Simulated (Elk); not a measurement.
**Electronic structure of magnetic Cr (Chromium)**

Aim: the bands and densities of states of Cr (Chromium) in the lowest state of several starts.

Calculated with Elk 11.2.3 (patched build); PBE; all-electron APW+lo, Dirac cores, scalar-relativistic bands.

**1. Set-up**

The structure is cubic, space group Im-3m (No. 229). Conventional cell: a = 2.884 Å, b = 2.884 Å, c = 2.884 Å, α = 90.00°, β = 90.00°, γ = 90.00°. Cr has 8 Cr at 2.50 Å nearest.

As a file:

```cif
data_structure
_symmetry_space_group_name_H-M 'Im-3m'
_symmetry_Int_Tables_number 229
_cell_length_a 2.8839
_cell_length_b 2.8839
_cell_length_c 2.8839
_cell_angle_alpha 90.000
_cell_angle_beta 90.000
_cell_angle_gamma 90.000
_cell_volume 23.99
loop_
_atom_site_label
_atom_site_type_symbol
_atom_site_symmetry_multiplicity
_atom_site_Wyckoff_symbol
_atom_site_fract_x
_atom_site_fract_y
_atom_site_fract_z
_atom_site_occupancy
Cr1 Cr 2 a 0.00000 0.00000 0.00000 1
```

**2. Ground-state run**

Bands and densities of states are read from a converged potential, so the magnetic state comes first.

This is the lowest of the starts that converged (antiferro q=(1/2,1/2,1/2) +-). Its cell is doubled, so bands are folded, the special points are those of the doubled cell and densities of states count per doubled cell.

Moments are seeded by fields in the spheres (the last three columns under atoms), set against the wanted direction and reduced each loop.

Contents of elk.in:

```
tasks
  0

xctype
  20

rgkmax
  7.0

nempty
  12

swidth
  0.001837

reducebf
  0.5

epsengy
  1e-05

maxscl
  100

lmaxi
  3

spinpol
  .true.

sppath
  './'

avec
  -5.44978117081 5.44978117081 5.44978117081
  0.00000000000 0.00000000000 5.44978117081
  0.00000000000 5.44978117081 0.00000000000

atoms
  1
  'Cr.in'
  2
  0.0000000000 0.0000000000 0.0000000000   0.000000 0.000000 -0.125000
  0.5000000000 0.0000000000 0.0000000000   0.000000 0.000000 0.125000

ngridk
  8 16 16
```

The run is started by

```sh
> OMP_NUM_THREADS=2 elk
```

Numbers of over 12 decimals in the logs are rounded to 6 here.

What it wrote:

```text
┌─────────────────────────┐
│ Elk code version 11.2.3 │
└─────────────────────────┘

All units are atomic (Hartree, Bohr, etc.)

┌─────────────────────────────────────────────────┐
│ Ground-state run starting from atomic densities │
└─────────────────────────────────────────────────┘

Lattice vectors :
  -5.449781171       5.449781171       5.449781171
   0.000000000       0.000000000       5.449781171
   0.000000000       5.449781171       0.000000000

Species : 1 (Cr)
 parameters loaded from : Cr.in
 name : chromium
 nuclear charge    :   -24.00000000
 electronic charge :    24.00000000
 atomic mass :    94783.09202
 muffin-tin radius :    2.334824469
 number of radial points in muffin-tin :    993
 inner part over the whole radius :   0.9938561239E-02
 number on inner part of muffin-tin    :    699
 approximate nuclear radius :   0.6987106690E-04
 number of mesh points to nuclear radius :    329
 atomic positions (lattice), magnetic fields (Cartesian) :
  1 :   0.00000000  0.00000000  0.00000000    0.00000000  0.00000000 -0.12500000
  2 :   0.50000000  0.00000000  0.00000000    0.00000000  0.00000000  0.12500000

Total number of atoms per unit cell :    2
Total muffin-tin volume :    106.6304675
 ratio of muffin-tin to unit cell volume :   0.6587856359

Spin treatment :
 spin-polarised
 global magnetic field (Cartesian) :    0.000000000       0.000000000       0.000000000
 collinear magnetisation in z-direction

Number of Bravais lattice symmetries :   48
Number of crystal symmetries         :   96
Crystal has inversion symmetry
Real symmetric eigensolver will be used

k-point grid :      8    16    16
k-point offset :    0.000000000       0.000000000       0.000000000
k-point set is reduced with full crystal symmetry group
Total number of k-points :       85

Muffin-tin radius times maximum |G+k| :    7.000000000
 using average radius
Maximum |G+k| for APW functions       :    2.998084049
Maximum (1/2)|G+k|²                   :    4.494253983
Maximum |G| for potential and density :    12.00000000
Constant for pseudocharge density :    7
 order of it for each species :   14
 order of it for pair densities of each species (exact exchange by exxq0 0: 14) :   10
Radial integration step length :    1

G-vector grid sizes :     40    21    21
Number of G-vectors :     4729

Maximum angular momentum used for
 APW functions            :    8
 outer part of muffin-tin :    6
 inner part of muffin-tin :    3

Number of empty states         :     24
Total number of valence states :     78
Total number of core states    :     20

Third-order local-orbitals added for an l without core states : T
Total number of local-orbitals :     46

Exchange-correlation functional :     20     0     0
 Perdew-Burke-Ernzerhof, Phys. Rev. Lett. 77, 3865 (1996)
 gradient requirement :    1
 generalised gradient approximation (GGA)

Smearing type :    3
 Fermi-Dirac
Smearing width :   0.1837000000E-02
Effective electronic temperature (K) :    580.0787206

Mixing type :    3
 Broyden mixing, J. Phys. A: Math. Gen. 17, L317 (1984)

Kohn-Sham potential initialised from atomic data

┌──────────────────────────────┐
│ Self-consistent loop started │
└──────────────────────────────┘

┌─────────────────┐
│ Loop number : 1 │
└─────────────────┘

Energies :
 Fermi                       :     0.321904
 sum of occupied eigenvalues :     -1220.8561690041
 electron kinetic            :      2115.8408203728
 core electron kinetic       :      1925.9804655071
 Coulomb                     :     -4121.0842241356
 Coulomb potential           :     -3224.8803102507
 nuclear-nuclear             :     -384.63901597461
 electron-nuclear            :     -4263.5713083926
 Hartree                     :      527.12610023160
 Madelung                    :     -2508.6440690102
 xc potential                :     -111.69982660211
 xc effective B-field        :    -0.76581375046264E-01
 external B-field            :      0.000000
 exchange                    :     -94.516618625066
 correlation                 :     -2.190600
 electron entropic           :    -0.15611198225334E-03
 total energy                :     -2101.9507786860
 (external B-field energy excluded from total)

Density of states at Fermi energy :    13.70183279
 (states/Hartree/unit cell)

Estimated indirect band gap :   0.5495309612E-03
 from k-point 8 to k-point 9
Estimated direct band gap   :   0.1072818898E-01
 at k-point 28

Charges :
 core                        :    20.00000000
 valence                     :    28.00000000
 interstitial                :    2.874256198
 muffin-tins (core leakage)
  species : 1 (Cr)
   atom 1                    :    22.56287190     ( -0.2218858199E-06)
   atom 2                    :    22.56287190     ( -0.2218858199E-06)
 total in muffin-tins        :    45.12574380
 total calculated charge     :    47.99995973
 total charge                :    48.00000000
 error                       :   0.4027163492E-04

Moments :
 interstitial                :   0.4797412357E-17
 muffin-tins
  species : 1 (Cr)
   atom 1                    :    1.408165941
   atom 2                    :   -1.408165941
 total in muffin-tins        :  -0.2220446049E-15
 total moment                :  -0.2172471926E-15

[... earlier loops left out ...]

┌──────────────────┐
│ Loop number : 20 │
└──────────────────┘

Energies :
 Fermi                       :     0.372001
 sum of occupied eigenvalues :     -1220.8845129174
 electron kinetic            :      2125.8895182225
 core electron kinetic       :      1925.4934204439
 Coulomb                     :     -4130.0611065982
 Coulomb potential           :     -3220.1913705129
 nuclear-nuclear             :     -384.63901597461
 electron-nuclear            :     -4286.4710728514
 Hartree                     :      541.04898222778
 Madelung                    :     -2519.9654213418
 xc potential                :     -126.53054002894
 xc effective B-field        :    -0.52120507367888E-01
 external B-field            :      0.000000
 exchange                    :     -95.417377326101
 correlation                 :     -2.185770
 electron entropic           :    -0.20424416747706E-03
 total energy                :     -2101.7749402370
 (external B-field energy excluded from total)

Density of states at Fermi energy :    17.91835830
 (states/Hartree/unit cell)

Estimated indirect band gap :   0.2134904425E-02
 from k-point 32 to k-point 23
Estimated direct band gap   :   0.1149316068E-01
 at k-point 8

Charges :
 core                        :    20.00000000
 valence                     :    28.00000000
 interstitial                :    2.362652985
 muffin-tins (core leakage)
  species : 1 (Cr)
   atom 1                    :    22.81867351     ( -0.2218886390E-06)
   atom 2                    :    22.81867351     ( -0.2218886390E-06)
 total in muffin-tins        :    45.63734701
 total calculated charge     :    47.99998479
 total charge                :    48.00000000
 error                       :   0.1521288713E-04

Moments :
 interstitial                :   0.3377642240E-17
 muffin-tins
  species : 1 (Cr)
   atom 1                    :    1.160640991
   atom 2                    :   -1.160640991
 total in muffin-tins        :  -0.2220446049E-15
 total moment                :  -0.2186669627E-15

┌──────────────────────────────┐
│ Self-consistent loop stopped │
└──────────────────────────────┘

Wrote STATE.OUT
```

It took 6.3 min on 2 threads of Intel Xeon Platinum 8488C (Sapphire Rapids), shared host; peak memory 0.14 GiB.

Numbers from this step:

```
density of states at the Fermi level : 0.6585 states/eV/cell
moment between the spheres           : 0 μB
magnetization                        : 0 μB
final state                          : antiferromagnetic
largest moment                       : 1.161 μB
```

**3. Levels along a path and on the mesh**

The potential is kept. Point names follow a standard table for this cell's lattice and can differ from other conventions. The density of states is interpolated from the levels on the mesh (so its value at the Fermi level can differ from the smeared one of the ground-state run), and the bands are solved anew along a path of special points.

Contents of elk.in:

```
tasks
  10
  20
  15
  33
  73

xctype
  20

rgkmax
  7.0

nempty
  12

swidth
  0.001837

reducebf
  0.5

epsengy
  1e-05

maxscl
  100

lmaxi
  3

spinpol
  .true.

sppath
  './'

avec
  -5.44978117081 5.44978117081 5.44978117081
  0.00000000000 0.00000000000 5.44978117081
  0.00000000000 5.44978117081 0.00000000000

atoms
  1
  'Cr.in'
  2
  0.0000000000 0.0000000000 0.0000000000   0.000000 0.000000 -0.000125
  0.5000000000 0.0000000000 0.0000000000   0.000000 0.000000 0.000125

ngridk
  8 16 16

wplot
  300 60 1
  -0.35000 0.25000

plot1d
  7 84
  0.00000000 0.00000000 0.00000000
  0.50000000 0.00000000 0.50000000
  0.00000000 0.00000000 0.50000000
  0.00000000 0.00000000 0.00000000
  0.50000000 0.50000000 0.50000000
  0.50000000 0.00000000 0.50000000
  0.50000000 0.50000000 0.50000000

plot3d
  0 0 0
  1 0 0
  0 1 0
  0 0 1
  25 15 15
```

The run is started by

```sh
> OMP_NUM_THREADS=2 elk
```

What it wrote:

```text
┌─────────────────────────────────┐
│ Elk code version 11.2.3 started │
└─────────────────────────────────┘

Info(readinput): the functional depends on the density's gradient
 muffin-tin radial points multiplied by    2.00000
 (not where nrmtscf is given)

┌───────────────────┐
│ Current task : 10 │
└───────────────────┘
Info(checkmt): changed muffin-tin radius of species 1 (Cr) from   2.4000 to   2.3348

Info(writedos):
 Total density of states written to TDOS.OUT

 Partial density of states written to PDOS_Sss_Aaaaa.OUT
 for all species and atoms

 Spin-quantisation axis :    0.000000000       0.000000000       1.000000000

 Eigenvalues of a random matrix symmetrised with the site
 symmetries in the Yₗₘ basis written to ELMIREP.OUT for all
 species and atoms. Degenerate eigenvalues correspond to
 irreducible representations of each site symmetry group

 Interstitial density of states written to IDOS.OUT

 Fermi energy is at zero in plots

 DOS units are states/Hartree/unit cell

┌───────────────────┐
│ Current task : 20 │
└───────────────────┘

Info(bandstr):
 Band structure plot written to BAND.OUT

 Fermi energy is at zero in plot

 Vertex location lines written to BANDLINES.OUT

┌───────────────────┐
│ Current task : 15 │
└───────────────────┘

Info(writelsj):
 muffin-tin L, S and J expectation values written to LSJ.OUT

┌───────────────────┐
│ Current task : 33 │
└───────────────────┘

Info(rhoplot): 3D density plot written to RHO3D.OUT

┌───────────────────┐
│ Current task : 73 │
└───────────────────┘

Info(vecplot):
 3D magnetisation density written to MAG3D.OUT

┌──────────────────┐
│ Elk code stopped │
└──────────────────┘
```

Wall time 3.1 min (2 threads); peak memory 0.2 GiB.

The electronic bands at the labelled points (eV, zero at the Fermi level; # counts the bands kept):

```csv
point,up #5,up #6,up #7,up #8,down #5,down #6,down #7,down #8
Γ,-0.83,-0.83,1.27,1.28,-0.83,-0.83,1.27,1.28
0.55 of the way,-0.87,-0.37,0.28,1.22,-0.87,-0.37,0.28,1.22
X,-0.78,-0.78,0.20,0.31,-0.78,-0.78,0.20,0.31
0.55 of the way,-1.36,-0.93,0.79,0.86,-1.36,-0.93,0.79,0.86
M,1.03,1.03,1.10,1.11,1.03,1.03,1.10,1.11
halfway,-1.20,-0.56,0.63,0.98,-1.20,-0.56,0.63,0.98
Γ,-0.83,-0.83,1.27,1.28,-0.83,-0.83,1.27,1.28
halfway,-1.89,-1.89,1.30,1.30,-1.89,-1.89,1.30,1.30
R,-1.79,-1.79,1.13,1.13,-1.79,-1.79,1.13,1.13
halfway,-1.79,-1.22,1.06,1.19,-1.79,-1.22,1.06,1.19
X,-0.78,-0.78,0.20,0.31,-0.78,-0.78,0.20,0.31
0.47 of the way,-1.73,-1.21,1.01,1.07,-1.73,-1.21,1.01,1.07
R,-1.79,-1.79,1.13,1.13,-1.79,-1.79,1.13,1.13
```

The density of states has structure finer than the step of the table below, so its rows give means over 0.5 eV, whole bins alone (the curve runs from -9.52 to 6.75 eV). Peaks (eV: height): up = down -3.32: 1.81, -2.18: 2.53, -1.20: 2.52, 1.20: 3.79, 1.52: 3.23, 2.07: 2.44; Cr1 d up -3.27: 0.695, -2.18: 1.34, -1.20: 1.20, 1.20: 2.01, 1.52: 1.42; Cr1 d down -3.27: 0.439, -2.18: 0.688, -1.25: 0.722, 1.03: 1.68, 1.52: 1.59, 2.07: 1.81.

The density of states by energy, zero at the Fermi level; means over each step; values in states/eV/cell:

```csv
energy (eV),up = down,Cr1 d up,Cr1 d down
-8.0,9.7e-6,0,0
-7.5,0.0207,0,0
-7.0,0.0552,1.6e-4,1.2e-4
-6.5,0.0817,6.9e-4,5.0e-4
-6.0,0.109,0.00208,0.00147
-5.5,0.143,0.00541,0.00374
-5.0,0.195,0.0139,0.00916
-4.5,0.333,0.0489,0.0295
-4.0,0.806,0.243,0.146
-3.5,1.37,0.500,0.319
-3.0,1.09,0.439,0.285
-2.5,1.18,0.620,0.283
-2.0,1.87,0.974,0.534
-1.5,2.00,0.938,0.591
-1.0,1.83,0.894,0.489
-0.5,0.747,0.420,0.138
0.0,0.315,0.132,0.0926
0.5,0.793,0.245,0.450
1.0,2.89,1.19,1.49
1.5,2.45,1.06,1.22
2.0,1.73,0.432,1.18
2.5,1.14,0.361,0.691
3.0,0.370,0.115,0.196
3.5,0.371,0.0872,0.181
4.0,0.343,0.0785,0.145
4.5,0.308,0.0691,0.115
5.0,0.286,0.0622,0.0954
5.5,0.256,0.0539,0.0775
6.0,0.232,0.0465,0.0640
```

**4. Results**

```json
{
  "state": "antiferromagnetic",
  "largest moment": "1.16 μB"
}
```

Right at the Fermi level (the table gives means over its steps) the density of states is 0.30 states/eV a cell for spin up and 0.30 for spin down. Within the window shown, the centres of the Cr1 d states of the two spins lie 0.99 eV apart, a rough measure of the splitting of the spins. The state is the lowest of the starts that converged. These are Kohn–Sham levels without spin–orbit coupling.

[Logs and program files are shortened in this print: banners, set-up blocks, solver, clock and traceback lines can be left out without a mark of their own.]

[Logs are printed without paths, hosts, clocks, repeated set-up lines and the standing remarks that a program may print on its own settings, such as how far it seeks lower states.]

[Hosts, paths, dates, database ids (printed as entryN), source tags and the programs' standing remarks are cut or masked in the printed files.]

[Where a cell is said to come from a database of computed structures, the database is the Materials Project.]
